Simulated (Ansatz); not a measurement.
In doubt: masses and optical values from hybrid runs of this build are listed as unsure (in some of the runs), which bears on the screening that GW takes from such a start.

System: Ge2SeN2 (Cmc2_1).

The structure is orthorhombic, space group Cmc2_1 (No. 36). Conventional cell: a = 11.278 Å, b = 5.903 Å, c = 5.183 Å, α = 90.00°, β = 90.00°, γ = 90.00°. Nearest to Ge lie 3 N at 1.85 to 1.88 Å and 1 Se at 2.38 Å. Se has 2 Ge at 2.38 Å nearest. Nearest to N lie 3 Ge at 1.85 to 1.88 Å. Farther neighbours and most contacts between anions are not listed.

```cif
data_structure
_symmetry_space_group_name_H-M 'P 1'
_symmetry_Int_Tables_number 1
_cell_length_a 6.3648
_cell_length_b 6.3648
_cell_length_c 5.1832
_cell_angle_alpha 90.000
_cell_angle_beta 90.000
_cell_angle_gamma 55.256
_cell_volume 172.54
loop_
_atom_site_label
_atom_site_type_symbol
_atom_site_fract_x
_atom_site_fract_y
_atom_site_fract_z
_atom_site_occupancy
Ge1 Ge 0.33382 0.03403 0.33372 1
Ge2 Ge 0.96597 0.66618 0.33372 1
Ge3 Ge 0.66618 0.96597 0.83372 1
Ge4 Ge 0.03403 0.33382 0.83372 1
Se5 Se 0.28980 0.71020 0.17403 1
Se6 Se 0.71020 0.28980 0.67403 1
N7 N 0.34673 0.09056 0.68127 1
N8 N 0.90944 0.65327 0.68127 1
N9 N 0.65327 0.90944 0.18127 1
N10 N 0.09056 0.34673 0.18127 1
```

The cell and positions are those that the Materials Project relaxed with its own functionals (PBE, PBE+U or r2SCAN), kept fixed.

Gaps computed with Ansatz 0.2.0 without a self-energy: HSE06 2.74 eV and r2SCAN 2.07 eV.

Question: Estimate the G0W0@HSE06 gap with 4×4×4 mesh, 946 empty bands, screening to 180 eV, PAW set soft_1 files.

About 3.53 eV: on its mesh the run moves the gap from 2.75 eV by +0.78 eV. A band edge moves to another state on the way. Among the scalar-relativistic levels given, HSE06 is nearest (−0.79 eV). Bands and cutoff are finite, so the gap is not at the basis limit. The miss can reach some tenths of an eV and take either sign; the mesh is an error of its own. The many-body steps are scalar-relativistic: spin-orbit coupling is not in them.

[Paths, hosts, dates, memory and timing lines, banners, echoed tables and standing remarks are left out of the program output.]

[Logs are printed without paths, hosts, clocks, repeated set-up lines and the standing remarks that a program may print on its own settings, such as how far it seeks lower states.]

[Runs of the session that timed out or met a known fault of the program may be left out.]

[Cells called generated may have been cut or substituted from an entry of the Crystallography Open Database or the Materials Project.]

[Hosts, paths, dates, database ids (printed as entryN), source tags and the programs' standing remarks are cut or masked in the printed files.]
